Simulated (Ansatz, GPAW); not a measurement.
# Geometry or basis: what sets the conductance of hydroquinonedithiol between two Pd chains

Aim: the conductance of hydroquinonedithiol between two Pd chains after relaxation, and whether geometry, basis or functional moves it most.

Calculated with GPAW 26.7.0 and Ansatz 0.2.0; Ansatz plane waves; relaxation of the junction with the lead ends held; PAW set soft_1, in the first sound run; inputs show where later runs differ.

## Step 1: Starting point

The cell holds 30 atoms: 16 Pd, 2 S, 4 H, 6 C and 2 O. Cell: a = 12.546 Å, b = 9.000 Å, c = 46.610 Å, α = 90.0°, β = 90.0°, γ = 90.0°. Regions: left lead, 8 atoms (8 Pd); channel, 14 atoms (2 S, 4 H, 6 C and 2 O); right lead, 8 atoms (8 Pd). Vacuum lies along a and b. The structure is stacked along c, and the current runs across the ab planes.

## Step 2: Relaxation

Transmission follows bond lengths closely, so the atoms between the held lead ends are relaxed first, from a slightly shaken start that lets symmetry break.

Contents of input.yaml:

```yaml
crystal:
  lattice:
    - [12.5456868881, 0.0, 0.0]
    - [0.0, 9.0, 0.0]
    - [0.0, 0.0, 46.6102152016]
  atoms:
    - { symbol: Pd, position: [0.5, 0.5, 0.0268181555] }
    - { symbol: Pd, position: [0.5, 0.5, 0.0804544666] }
    - { symbol: Pd, position: [0.5, 0.5, 0.1340907776] }
    - { symbol: Pd, position: [0.5, 0.5, 0.1877270886] }
    - { symbol: Pd, position: [0.5, 0.5, 0.2413633997] }
    - { symbol: Pd, position: [0.5, 0.5, 0.2949997107] }
    - { symbol: Pd, position: [0.5037653765, 0.5024776113, 0.3480117666] }
    - { symbol: Pd, position: [0.4994930422, 0.4990442336, 0.40379287] }
    - { symbol: S, position: [0.3806372866, 0.5867024269, 0.4392614263] }
    - { symbol: H, position: [0.6113469502, 0.5830037536, 0.4556550046] }
    - { symbol: C, position: [0.4501196419, 0.581734768, 0.4734911639] }
    - { symbol: C, position: [0.5608605841, 0.5861405268, 0.4758004494] }
    - { symbol: H, position: [0.2588419534, 0.5840831191, 0.4786513385] }
    - { symbol: O, position: [0.276933572, 0.5837622622, 0.4981581134] }
    - { symbol: C, position: [0.3880934366, 0.5767783435, 0.4984831116] }
    - { symbol: C, position: [0.6111552458, 0.5802790959, 0.5007868041] }
    - { symbol: O, position: [0.7177549732, 0.5822287901, 0.5007586527] }
    - { symbol: H, position: [0.7396668769, 0.5811241225, 0.5215318741] }
    - { symbol: C, position: [0.4441445606, 0.5825871178, 0.5266449593] }
    - { symbol: C, position: [0.5493946309, 0.5775865591, 0.5267453258] }
    - { symbol: H, position: [0.3912976203, 0.5842682047, 0.544846674] }
    - { symbol: S, position: [0.6163487704, 0.5850776458, 0.5607604673] }
    - { symbol: Pd, position: [0.5016741031, 0.5014954649, 0.5978896793] }
    - { symbol: Pd, position: [0.5005287124, 0.4975907904, 0.6517122028] }
    - { symbol: Pd, position: [0.5, 0.5, 0.7050002893] }
    - { symbol: Pd, position: [0.5, 0.5, 0.7586366003] }
    - { symbol: Pd, position: [0.5, 0.5, 0.8122729114] }
    - { symbol: Pd, position: [0.5, 0.5, 0.8659092224] }
    - { symbol: Pd, position: [0.5, 0.5, 0.9195455334] }
    - { symbol: Pd, position: [0.5, 0.5, 0.9731818445] }
kpoints:
  mp_grid: { grid: [1, 1, 2] }
hamiltonian:
  xc: pbe
  pseudopotentials: { kind: paw, azcp: { folder: soft_1 } }
scf:
  occupations: { method: fermi_dirac, width: 0.1 }
relax:
  f_tol: 0.03
  max_steps: 80
  constraints: [{ sites: [0, 1, 2, 3, 4, 5, 24, 25, 26, 27, 28, 29] }]
```

The run is started by

```console
$ ansatz run input.yaml --threads 4 --pin off --max-ram 8192MiB --backend cpu --events-out ev --progress --plain --runs-dir out
```

Numbers of over 12 decimals in the logs are rounded to 6 here.

Log:

```text
Engine: ansatz 0.2.0, aarch64-unknown-linux-gnu
Pseudopotentials: kind: paw
Pseudopotential: Pd, paw, valence charge 18, recommended cutoff 420 eV (normal), soft_1/Pd.paw.azcp
Pseudopotential: S, paw, valence charge 6, recommended cutoff 420 eV (normal), soft_1/S.paw.azcp
Pseudopotential: H, paw, valence charge 1, recommended cutoff 420 eV (normal), soft_1/H.paw.azcp
Pseudopotential: C, paw, valence charge 4, recommended cutoff 420 eV (normal), soft_1/C.paw.azcp
Pseudopotential: O, paw, valence charge 6, recommended cutoff 420 eV (normal), soft_1/O.paw.azcp
Functional definition: PBE
  parameter kappa = 0.804
  parameter beta = 0.066725
  exchange = pbe_x(kappa = kappa, mu = beta*pi^2/3)
  correlation = pbe_c(beta = beta)
Crystal: 30 atoms, lattice volume = 5262.814 Å³
Basis set: ecut = 420 eV, 102749 PW (Γ), exchange–correlation on 180×128×640 points (8 copies of the dense FFT grid, shifted against one another)
Bands: 204, of which v1, the nominal top of the filled ones, is band 170 counted from 1 (169 counted from 0)
Symmetry: 1 space group operations
Space group: P1 (ITA 1), of the structure as read, at distance tolerance 1.7e-4 Å
k-points: 2
Non-local potential: Pd, projectors of the file, l = 0: 2, l = 1: 2, l = 2: 2, l = 3: 1
Non-local potential: S, projectors of the file, l = 0: 2, l = 1: 2, l = 2: 1
Non-local potential: H, projectors of the file, l = 0: 2, l = 1: 1
Non-local potential: C, projectors of the file, l = 0: 2, l = 1: 2, l = 2: 1
Non-local potential: O, projectors of the file, l = 0: 2, l = 1: 2, l = 2: 1
PAW form: soft (Blöchl's): semilocal exchange-correlation on the pseudo side does not see the compensation charge
PAW one-centre angular grid: Pd, 590 points (default); XC on 64 Gauss nodes
PAW one-centre angular grid: S, 110 points (default); XC on 64 Gauss nodes
PAW one-centre angular grid: H, 110 points (default); XC on 64 Gauss nodes
PAW one-centre angular grid: C, 110 points (default); XC on 64 Gauss nodes
PAW one-centre angular grid: O, 110 points (default); XC on 64 Gauss nodes
Initial density: superposition of atomic densities (neutral atoms: chi_scale 0, normalization atom)
Initial wavefunctions: pseudopotential atomic-orbital guess
Functional: x = pbe(κ = 0.804, μ = 0.219515), c = pbe(β = 0.066725)
SCF iter   1: F=—  HF=-116066.300099 eV  |F-HF|=—  |Δ(HF+E_count)|=         —  Δρ=5.08e-2  dr2=3.97e2  ethr=3.10e-3  ⟨swp⟩=14.0  Hψ=2242  notcnv=0
preconditioner: auto → LDOS  [metal: Δε(μ)=0.153 eV  Ē_g=4.597 eV  σ=0.100 eV  W_gap=0.34  n_scr=478 (ndim 8)  ℏωp=7.2 eV  f_vac=0.822  D(μ)=32.52/eV (n_scr^D=108)  β→1.0]
SCF iter   2: F=—  HF=-116094.190807 eV  |F-HF|=—  |Δ(HF+E_count)|=    2.79e1  Δρ=6.84e-2  dr2=1.41e3  ethr=3.10e-3  ⟨swp⟩=15.5  Hψ=2337  notcnv=0  defer=2  recentre
SCF iter   3: F=—  HF=-116037.932018 eV  |F-HF|=—  |Δ(HF+E_count)|=    5.63e1  Δρ=2.00e-2  dr2=4.87e1  ethr=3.10e-3  ⟨swp⟩=4.5  Hψ=1273  notcnv=0  defer=35
SCF iter   4: F=—  HF=-116035.351240 eV  |F-HF|=—  |Δ(HF+E_count)|=    2.58e0  Δρ=9.94e-3  dr2=1.32e1  ethr=3.10e-3  ⟨swp⟩=4.5  Hψ=772  notcnv=0  defer=20
SCF iter   5: F=—  HF=-116033.859907 eV  |F-HF|=—  |Δ(HF+E_count)|=    1.49e0  Δρ=5.92e-3  dr2=5.50e0  ethr=3.10e-3  ⟨swp⟩=3.5  Hψ=736  notcnv=0  defer=25
SCF iter   6: F=—  HF=-116033.421352 eV  |F-HF|=—  |Δ(HF+E_count)|=   4.39e-1  Δρ=3.90e-3  dr2=2.20e0  ethr=1.62e-3  ⟨swp⟩=3.0  Hψ=718  notcnv=0  defer=25
SCF iter   7: F=—  HF=-116033.251439 eV  |F-HF|=—  |Δ(HF+E_count)|=   1.70e-1  Δρ=2.00e-3  dr2=9.98e-1  ethr=6.48e-4  ⟨swp⟩=4.0  Hψ=1123  notcnv=0  defer=28
SCF iter   8: F=—  HF=-116033.247053 eV  |F-HF|=—  |Δ(HF+E_count)|=   4.39e-3  Δρ=9.63e-4  dr2=1.88e-1  ethr=2.94e-4  ⟨swp⟩=2.0  Hψ=699  notcnv=0  defer=28
SCF iter   9: F=—  HF=-116033.233932 eV  |F-HF|=—  |Δ(HF+E_count)|=   1.31e-2  Δρ=5.47e-4  dr2=3.49e-2  ethr=5.52e-5  ⟨swp⟩=2.0  Hψ=536  notcnv=0  defer=28
SCF iter  10: F=—  HF=-116033.231318 eV  |F-HF|=—  |Δ(HF+E_count)|=   2.61e-3  Δρ=3.24e-4  dr2=2.50e-2  ethr=1.03e-5  ⟨swp⟩=2.5  Hψ=590  notcnv=0  defer=28
SCF iter  11: F=—  HF=-116033.230315 eV  |F-HF|=—  |Δ(HF+E_count)|=   1.00e-3  Δρ=1.52e-4  dr2=2.76e-3  ethr=7.36e-6  ⟨swp⟩=1.5  Hψ=471  notcnv=0  defer=27
SCF iter  12: F=—  HF=-116033.231653 eV  |F-HF|=—  |Δ(HF+E_count)|=   1.34e-3  Δρ=9.40e-5  dr2=9.08e-4  ethr=8.13e-7  ⟨swp⟩=2.0  Hψ=479  notcnv=0  defer=27
SCF iter  13: F=—  HF=-116033.231665 eV  |F-HF|=—  |Δ(HF+E_count)|=   1.17e-5  Δρ=4.35e-5  dr2=2.99e-4  ethr=2.67e-7  ⟨swp⟩=2.0  Hψ=470  notcnv=0  defer=27
SCF iter  14: F=—  HF=-116033.231689 eV  |F-HF|=—  |Δ(HF+E_count)|=   2.43e-5  Δρ=2.10e-5  dr2=4.39e-5  ethr=8.80e-8  ⟨swp⟩=2.0  Hψ=397  notcnv=0  defer=27
SCF iter  15: F=-116033.231693 eV  HF=-116033.231695 eV  |F-HF|=2.57e-6  |Δ(HF+E_count)|=   6.35e-6  Δρ=9.82e-6  dr2=9.25e-6  ethr=6.62e-9  ⟨swp⟩=4.0  Hψ=1193  notcnv=0
SCF 1 converged in 15 iterations: F = -116033.231693 eV  dr2 = 9.25e-6
  greatest PAW one-centre occupation: 1.000 electrons in one spin orbital (limit 2), on the Pd atom at site 7 (counted from 0), in its partial waves of l = 0
relax step   1: F+E_penalty+E_count = -116033.23169269 eV  Δ(F+E_penalty+E_count) = +0.000e0 eV  max|allowed force component| = 5.012e0 eV/Å  Δτ_max = 0.0000 Å  (15 SCF iters, dr2 threshold 2.25e-5 eV, accepted)
Initial density: handed on by an earlier stage of this run
Initial wavefunctions: those handed on with the density
iter 1 solved again at ethr=3.46e-4 eV; its pass at ethr=3.10e-3 eV (dr2=1.18e0 eV) is discarded
SCF iter   1: F=—  HF=-116034.165217 eV  |F-HF|=—  |Δ(HF+E_count)|=         —  Δρ=5.89e-3  dr2=1.16e0  ethr=3.46e-4  ⟨swp⟩=1.0  Hψ=1652  notcnv=0  defer=28
preconditioner: auto → LDOS  [metal: Δε(μ)=0.022 eV  Ē_g=5.399 eV  σ=0.100 eV  W_gap=0.05  n_scr=478 (ndim 8)  ℏωp=7.4 eV  f_vac=0.816  D(μ)=51.29/eV (n_scr^D=204)  β→1.0]
SCF iter   2: F=—  HF=-116034.067137 eV  |F-HF|=—  |Δ(HF+E_count)|=   9.81e-2  Δρ=1.93e-3  dr2=2.58e-1  ethr=3.42e-4  ⟨swp⟩=3.0  Hψ=856  notcnv=0  defer=28
SCF iter   3: F=—  HF=-116033.996322 eV  |F-HF|=—  |Δ(HF+E_count)|=   7.08e-2  Δρ=6.47e-4  dr2=3.21e-2  ethr=7.60e-5  ⟨swp⟩=3.0  Hψ=655  notcnv=0  defer=28
SCF iter   4: F=—  HF=-116033.991090 eV  |F-HF|=—  |Δ(HF+E_count)|=   5.23e-3  Δρ=1.99e-4  dr2=3.41e-3  ethr=9.43e-6  ⟨swp⟩=3.0  Hψ=790  notcnv=0  defer=27
SCF iter   5: F=—  HF=-116033.990813 eV  |F-HF|=—  |Δ(HF+E_count)|=   2.77e-4  Δρ=6.93e-5  dr2=6.01e-4  ethr=1.00e-6  ⟨swp⟩=2.0  Hψ=557  notcnv=0  defer=27
SCF iter   6: F=—  HF=-116033.990907 eV  |F-HF|=—  |Δ(HF+E_count)|=   9.42e-5  Δρ=4.06e-5  dr2=1.79e-4  ethr=1.77e-7  ⟨swp⟩=2.0  Hψ=384  notcnv=0  defer=27
[...]
relax step   7: F+E_penalty+E_count = -116034.48933129 eV  Δ(F+E_penalty+E_count) = +1.063e-3 eV  max|allowed force component| = 3.296e-1 eV/Å  Δτ_max = 0.1125 Å  (7 SCF iters, dr2 threshold 6.07e-6 eV, rejected (line search))
relax step   8: F+E_penalty+E_count = -116034.49824240 eV  Δ(F+E_penalty+E_count) = -7.848e-3 eV  max|allowed force component| = 5.457e-2 eV/Å  Δτ_max = 0.0562 Å  (9 SCF iters, accepted)
relax step   9: F+E_penalty+E_count = -116034.50341583 eV  Δ(F+E_penalty+E_count) = -5.173e-3 eV  max|allowed force component| = 1.858e-2 eV/Å  Δτ_max = 0.0914 Å  (10 SCF iters, accepted)
relax step  10: F+E_penalty+E_count = -116034.50450066 eV  Δ(F+E_penalty+E_count) = -1.085e-3 eV  max|allowed force component| = 1.519e-2 eV/Å  Δτ_max = 0.0472 Å  (10 SCF iters, accepted)
relax step  11: F+E_penalty+E_count = -116034.50586028 eV  Δ(F+E_penalty+E_count) = -1.360e-3 eV  max|allowed force component| = 1.984e-2 eV/Å  Δτ_max = 0.0840 Å  (11 SCF iters, accepted)
relax step  12: F+E_penalty+E_count = -116034.50731611 eV  Δ(F+E_penalty+E_count) = -1.456e-3 eV  max|allowed force component| = 4.636e-2 eV/Å  Δτ_max = 0.1385 Å  (12 SCF iters, accepted)
relax step  13: F+E_penalty+E_count = -116034.50821053 eV  Δ(F+E_penalty+E_count) = -8.944e-4 eV  max|allowed force component| = 3.634e-2 eV/Å  Δτ_max = 0.0953 Å  (9 SCF iters, dr2 threshold 2.15e-6 eV, accepted)
relax step  14: F+E_penalty+E_count = -116034.50887367 eV  Δ(F+E_penalty+E_count) = -6.631e-4 eV  max|allowed force component| = 4.179e-2 eV/Å  Δτ_max = 0.0733 Å  (10 SCF iters, accepted)
relax step  15: F+E_penalty+E_count = -116034.50925495 eV  Δ(F+E_penalty+E_count) = -3.813e-4 eV  max|allowed force component| = 1.366e-2 eV/Å  Δτ_max = 0.0484 Å  (8 SCF iters, dr2 threshold 1.07e-6 eV, accepted)
iter 1 solved again at ethr=1.07e-10 eV; its pass at ethr=3.10e-3 eV (dr2=3.63e-7 eV) is discarded
SCF iter   1: F=—  HF=-116034.508930 eV  |F-HF|=—  |Δ(HF+E_count)|=         —  Δρ=1.94e-6  dr2=3.62e-7  ethr=1.07e-10  ⟨swp⟩=1.0  Hψ=956  notcnv=0  defer=25
preconditioner: auto → LDOS  [metal: Δε(μ)=0.012 eV  Ē_g=5.406 eV  σ=0.100 eV  W_gap=0.03  n_scr=478 (ndim 8)  ℏωp=7.4 eV  f_vac=0.816  D(μ)=51.46/eV (n_scr^D=204)  β→1.0]
SCF iter   2: F=—  HF=-116034.509255 eV  |F-HF|=—  |Δ(HF+E_count)|=   3.25e-4  Δρ=1.54e-6  dr2=1.92e-7  ethr=1.07e-10  ⟨swp⟩=2.0  Hψ=709  notcnv=0  defer=25
SCF iter   3: F=—  HF=-116034.509255 eV  |F-HF|=—  |Δ(HF+E_count)|=   1.81e-8  Δρ=1.03e-6  dr2=1.05e-7  ethr=5.64e-11  ⟨swp⟩=2.0  Hψ=534  notcnv=0  defer=25
SCF iter   4: F=-116034.509255 eV  HF=-116034.509255 eV  |F-HF|=8.15e-10  |Δ(HF+E_count)|=   3.11e-8  Δρ=5.62e-7  dr2=3.24e-8  ethr=2.94e-11  ⟨swp⟩=4.0  Hψ=1022  notcnv=0
smearing: bands 169 to 170 share 1.972 electrons (they would hold 2.000 with every lower band full and every higher one empty; bands counted from 0; each is filled to between 0.4788 and 0.5213 of a full level; at each k-point the levels lie within 1.6e-2 eV, against a smearing width of 0.1000 eV). The entropy term TS of this state is 1.6418 eV
SCF 16 converged in 4 iterations: F = -116034.509255 eV  dr2 = 3.24e-8
relax step  16: F+E_penalty+E_count = -116034.50925523 eV  Δ(F+E_penalty+E_count) = -2.852e-7 eV  max|allowed force component| = 1.369e-2 eV/Å  Δτ_max = 0.0000 Å  (4 SCF iters, accepted)
SCF converged after 4 iterations
Free energy (F): -116034.509255 eV
Harris-Foulkes:  -116034.509255 eV  (|F-HF|=8.15e-10)
Internal energy: -116032.867483 eV  (E = F + TS)
E sigma→0 (E₀):  -116033.688369 eV
Entropy (-TS):   -1.641772 eV (-54.726 meV/atom)
Fermi energy:    -3.841241 eV
--- Per-component energies (eV) ---
  E_band       = -9307.409647
  E_kinetic    = 8333.059201
  E_local      = -122689.665942  (includes V_loc(G=0)·N_el)
  E_nonlocal   = 6290.415217
  E_hartree    = 54639.760367
  E_xc         = -2800.981384
  E_vxc        = -3466.446359  (∫ρ·V_xc dr)
  E_paw        = -63161.608339  (= ΣΔE_a)
  E_vpaw       = -7054.296741  (= ΣTr[D̂ρ^β])
  E_aug_tail   = 0.001338  (compensation charges beyond the density's cutoff)
  E_ewald      = 3356.152060
  E_smearing   = -1.641772  (= −TS)
  E_closure    = 0.000000  (closes the sum)
  Σ components = -116034.509255   (vs F -116034.509255, Δ=0.00e0)
--- Forces (eV/Å), atoms counted from 1 ---
  atom   1  Pd    -0.00002942    -0.00025699    -0.00948609
  atom   2  Pd    -0.00231612     0.00050714     0.00089884
  atom   3  Pd    -0.00114757     0.00034738     0.02944912
  atom   4  Pd    -0.00796604     0.00304173    -0.04834206
  atom   5  Pd    -0.03370942     0.00830729     0.11463104
  atom   6  Pd     0.05336462    -0.01046654    -0.04234913
  atom   7  Pd     0.00580228    -0.00160669    -0.01369249
  atom   8  Pd    -0.00019326     0.00292762    -0.00249964
  atom   9  S     -0.00032439    -0.00052805     0.01256403
  atom  10  H     -0.00176778     0.00149554     0.00011898
  atom  11  C     -0.00658141    -0.00578760    -0.01033096
  atom  12  C      0.00141788     0.00068238     0.00162418
  atom  13  H      0.00419644    -0.00030953    -0.00123241
  atom  14  O      0.00031147    -0.00000564     0.00197721
  atom  15  C     -0.00460380     0.00179310    -0.00157711
  atom  16  C      0.00661650    -0.00122538    -0.00498334
  atom  17  O     -0.00044077    -0.00044232    -0.00075783
  atom  18  H     -0.00225221    -0.00019748     0.00198359
  atom  19  C      0.00192477    -0.00093139     0.00115352
  atom  20  C      0.00160580     0.00224394     0.00745795
  atom  21  H     -0.00023455     0.00032128    -0.00067794
  atom  22  S      0.00072577    -0.00098662    -0.01019918
  atom  23  Pd    -0.00045780     0.00336940     0.00251264
  atom  24  Pd    -0.00432907    -0.00301394     0.01038022
  atom  25  Pd    -0.05448148    -0.01462148     0.04937076
  atom  26  Pd     0.03315908     0.01032062    -0.11497698
  atom  27  Pd     0.00813822     0.00398444     0.04721652
  atom  28  Pd     0.00123350     0.00050868    -0.02880271
  atom  29  Pd     0.00227806     0.00071728    -0.00098169
  atom  30  Pd     0.00005801    -0.00019581     0.00953960
  max |Σ_I F_I| component: 1.14e-5 eV/Å
--- Relaxed structure (16 steps of the walk, 15 accepted, 0 SCFs on fresh bases) ---
  F+E_penalty+E_count = -116034.50925523 eV   max|allowed force component| = 1.369e-2 eV/Å
  atoms:
    - { symbol: Pd, position: [0.5, 0.5, 0.0268181555] }
    - { symbol: Pd, position: [0.5, 0.5, 0.0804544666] }
    - { symbol: Pd, position: [0.5, 0.5, 0.1340907776] }
    - { symbol: Pd, position: [0.5, 0.5, 0.1877270886] }
    - { symbol: Pd, position: [0.5, 0.5, 0.2413633997] }
    - { symbol: Pd, position: [0.5, 0.5, 0.2949997107] }
    - { symbol: Pd, position: [0.443118, 0.518855, 0.346478] }
    - { symbol: Pd, position: [0.523117, 0.503674, 0.397856] }
    - { symbol: S, position: [0.418425, 0.511152, 0.436159] }
    - { symbol: H, position: [0.639374, 0.509144, 0.461655] }
    - { symbol: C, position: [0.469647, 0.510642, 0.470412] }
    - { symbol: C, position: [0.578127, 0.509579, 0.478228] }
    - { symbol: H, position: [0.279242, 0.512497, 0.466381] }
    - { symbol: O, position: [0.286016, 0.512462, 0.487494] }
    - { symbol: C, position: [0.390911, 0.511241, 0.493521] }
    - { symbol: C, position: [0.609128, 0.509134, 0.506750] }
    - { symbol: O, position: [0.714030, 0.508366, 0.512773] }
    - { symbol: H, position: [0.720795, 0.507736, 0.533885] }
    - { symbol: C, position: [0.421917, 0.510441, 0.522042] }
    - { symbol: C, position: [0.530404, 0.509279, 0.529857] }
    - { symbol: H, position: [0.360698, 0.510738, 0.538622] }
    - { symbol: S, position: [0.581646, 0.507726, 0.564104] }
    - { symbol: Pd, position: [0.476844, 0.501202, 0.602380] }
    - { symbol: Pd, position: [0.556796, 0.523957, 0.653629] }
    - { symbol: Pd, position: [0.5, 0.5, 0.705000] }
    - { symbol: Pd, position: [0.5, 0.5, 0.7586366003] }
    - { symbol: Pd, position: [0.5, 0.5, 0.8122729114] }
    - { symbol: Pd, position: [0.5, 0.5, 0.8659092224] }
    - { symbol: Pd, position: [0.5, 0.5, 0.919546] }
    - { symbol: Pd, position: [0.5, 0.5, 0.9731818445] }
```

It took 10 min on 4 threads of Arm Neoverse V2, shared host; peak memory 6.1 GiB; 39 min of CPU time.

Relaxation path:

```tsv
step	energy less that of the first step (eV)	largest force component (eV/Å)
1	0.0000	5.0118
2	-0.7592	2.4786
3	-1.0693	0.6451
4	-1.1662	0.3136
5	-1.2244	0.1918
6	-1.2587	0.1275
7	-1.2576	0.3296
8	-1.2665	0.0546
9	-1.2717	0.0186
10	-1.2728	0.0152
11	-1.2742	0.0198
12	-1.2756	0.0464
13	-1.2765	0.0363
14	-1.2772	0.0418
15	-1.2776	0.0137
16	-1.2776	0.0137
```

Relaxation step 7 was tried and not accepted.

The atoms that moved most (Å):

```tsv
atom	dx	dy	dz	length
H18	-0.237	-0.660	0.576	0.908
H13	0.256	-0.644	-0.572	0.899
O17	-0.047	-0.665	0.560	0.870
S9	0.474	-0.680	-0.145	0.841
S22	-0.435	-0.696	0.156	0.836
O14	0.114	-0.642	-0.497	0.820
H21	-0.384	-0.662	-0.290	0.818
H10	0.352	-0.665	0.280	0.802
```

This step gave:

| Quantity | Value |
| --- | --- |
| free energy | -116034.5093 eV |
| smearing term TS | 1.642 eV |
| symmetry operations | 1 |

The relaxation lowered the energy of the cell by 1.28 eV.

(Continued in part 2 of 4.)

[Logs are printed without paths, hosts, clocks, repeated set-up lines and the standing remarks that a program may print on its own settings, such as how far it seeks lower states.]

[Hosts, paths, dates, database ids (printed as entryN), source tags and the programs' standing remarks are cut or masked in the printed files.]
